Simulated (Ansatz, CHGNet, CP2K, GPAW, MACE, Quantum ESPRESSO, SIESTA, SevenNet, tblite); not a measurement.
**Other levels on random packing of C72N28 (at. %) (57 atoms)**

Density of this cell: 2.35 g/cm³. The cell holds 57 atoms: 41 C and 16 N. Cell: a = 7.976 Å, b = 7.976 Å, c = 7.976 Å, α = 90.0°, β = 90.0°, γ = 90.0°. 57 atoms (41 C, 16 N) packed at random in a cube at 2.35 g/cm³ and pushed apart as soft spheres; a start for melting by ab initio MD, not an equilibrated structure. Then every atom was moved at random, 0.02 Å r.m.s. a Cartesian component.

Geometry: as built.

The reference, a calculation:

- method: Kohn-Sham DFT, PBE, PAW, plane waves (Ansatz 0.2.0); cutoff 420 eV, Γ point, fermi-dirac smearing of 0.05 eV; PAW set soft_2
- r.m.s. force component: 1.976 eV/Å
- longest force: 7.262 eV/Å
- pressure: -26.61 GPa
- SCF cycles: 9
- time: 3.3 s on 4 threads of Arm Neoverse V1, shared host
- CPU time: 12 s

**Question.** The same geometry is run in other programs. How far does each lie from the reference, and what does it cost?
- QE PBE, gbrv-1.5, 40/200 Ry (Quantum ESPRESSO 7.5; 1 thread)
- tblite GFN1-xTB (tblite 0.8.0; 1 thread)
- GPAW PBE, LCAO dzp, h 0.18 Å, other mixer settings (GPAW 26.7.0; 1 thread)
- CP2K PBE, TZV2P-MOLOPT, 600/50 Ry, diagonalisation (CP2K 2026.2; 4 MPI ranks)
- SIESTA PBE, DZP, shift 0.01 Ry, mesh 500 Ry (SIESTA 5.4.2; 2 MPI ranks)
- CP2K PBE, TZVP-MOLOPT, 600/50 Ry, diagonalisation (CP2K 2026.2; 4 MPI ranks)
- CHGNet 0.3.0 potential (CHGNet 0.3.0; 1 thread)
- GPAW PBE, LCAO szp(dzp), h 0.18 Å (GPAW 26.7.0; 1 thread)
- tblite GFN2-xTB (tblite 0.8.0; 1 thread)
- MACE MP-0b2 small potential (MACE MP-0b2 small; 1 thread)

Differences are against the plane-wave reference, forces as r.m.s. over components; share is that over the reference's r.m.s. force, slope the least-squares factor from reference forces to these. Total energies of different programs have different zeros and aren't compared.

```csv
run,"Δ force, r.m.s. (meV/Å)",share (%),slope,Δ pressure (GPa),cores,CPU time,memory (GiB)
reference,-,-,-,-,4,12 s,0.58
"QE PBE, gbrv-1.5, 40/200 Ry",9.01,0.456,0.999,-0.171,1,46 s,0.35
tblite GFN1-xTB,712,36.0,1.230,-30.9,1,1.4 s,0.1
"GPAW PBE, LCAO dzp, h 0.18 Å, other mixer settings",73.2,3.71,0.977,-,1,2.7 min,0.62
"CP2K PBE, TZV2P-MOLOPT, 600/50 Ry, diagonalisation",29.4,1.49,0.994,0.569,4,41 min,2.8
"SIESTA PBE, DZP, shift 0.01 Ry, mesh 500 Ry",91.3,4.62,0.982,1.44,2,4.8 min,1.2
"CP2K PBE, TZVP-MOLOPT, 600/50 Ry, diagonalisation",43.6,2.21,0.992,0.641,4,39 min,2.7
CHGNet 0.3.0 potential,796,40.3,0.869,-9.40,1,4.6 s,1.4
"GPAW PBE, LCAO szp(dzp), h 0.18 Å (coarse)",479,24.3,0.819,-,1,1.8 min,0.64
tblite GFN2-xTB,589,29.8,1.139,-31.1,1,5.2 s,0.1
MACE MP-0b2 small potential,947,47.9,0.866,-5.71,1,7.8 s,0.66
```

Rows marked coarse use a setting chosen to be so.

Times of the machine-learned potentials are mostly Python's start and the loading of weights.

CPU time is summed over cores on a shared host, where runs went side by side, so it is rough. Symmetry, cutoffs, thresholds, outputs and thread counts weren't matched or tuned between programs; memory under MPI is the largest rank's times the ranks.

PBE on plane waves or a grid with other potentials, cutoffs or grids, coarse settings apart, differs from the reference by 0.46 % (QE PBE, gbrv-1.5, 40/200 Ry) of the r.m.s. force; this holds the reference's own error, so differences of a few per cent don't tell which side is nearer the exact PBE result (QE's 40 Ry are 544 eV, against the reference's 420 eV). The PBE runs in local orbitals, coarse settings apart, differ by 1.5 % (CP2K PBE, TZV2P-MOLOPT, 600/50 Ry, diagonalisation) to 4.6 % (SIESTA PBE, DZP, shift 0.01 Ry, mesh 500 Ry); basis, grid and potentials can all enter. Tight binding differs by 30 % (tblite GFN2-xTB) to 36 % (tblite GFN1-xTB); it is another model, with fitted parameters of its own, and the xTB methods hold dispersion. Machine-learned potentials differ by 40 % (CHGNet 0.3.0 potential) to 48 % (MACE MP-0b2 small potential); they were trained on other programs' data. That alone wouldn't give differences this large: the cell likely lies far from what they were trained on. Periodic xTB results under one method name differ between programs and library versions. Machine-learned potentials mimic data converged in k, so the reference's own k-point error enters their differences. The electronic-structure runs sample only Γ, in a cell whose shortest periodic width is 8 Å, which is coarse for a cell with partly filled levels.

[Long decimals in the printed logs are rounded to 6 places.]

[Logs are printed without paths, hosts, clocks, repeated set-up lines and the standing remarks that a program may print on its own settings, such as how far it seeks lower states.]

[Hosts, paths, dates, database ids (printed as entryN), source tags and the programs' standing remarks are cut or masked in the printed files.]
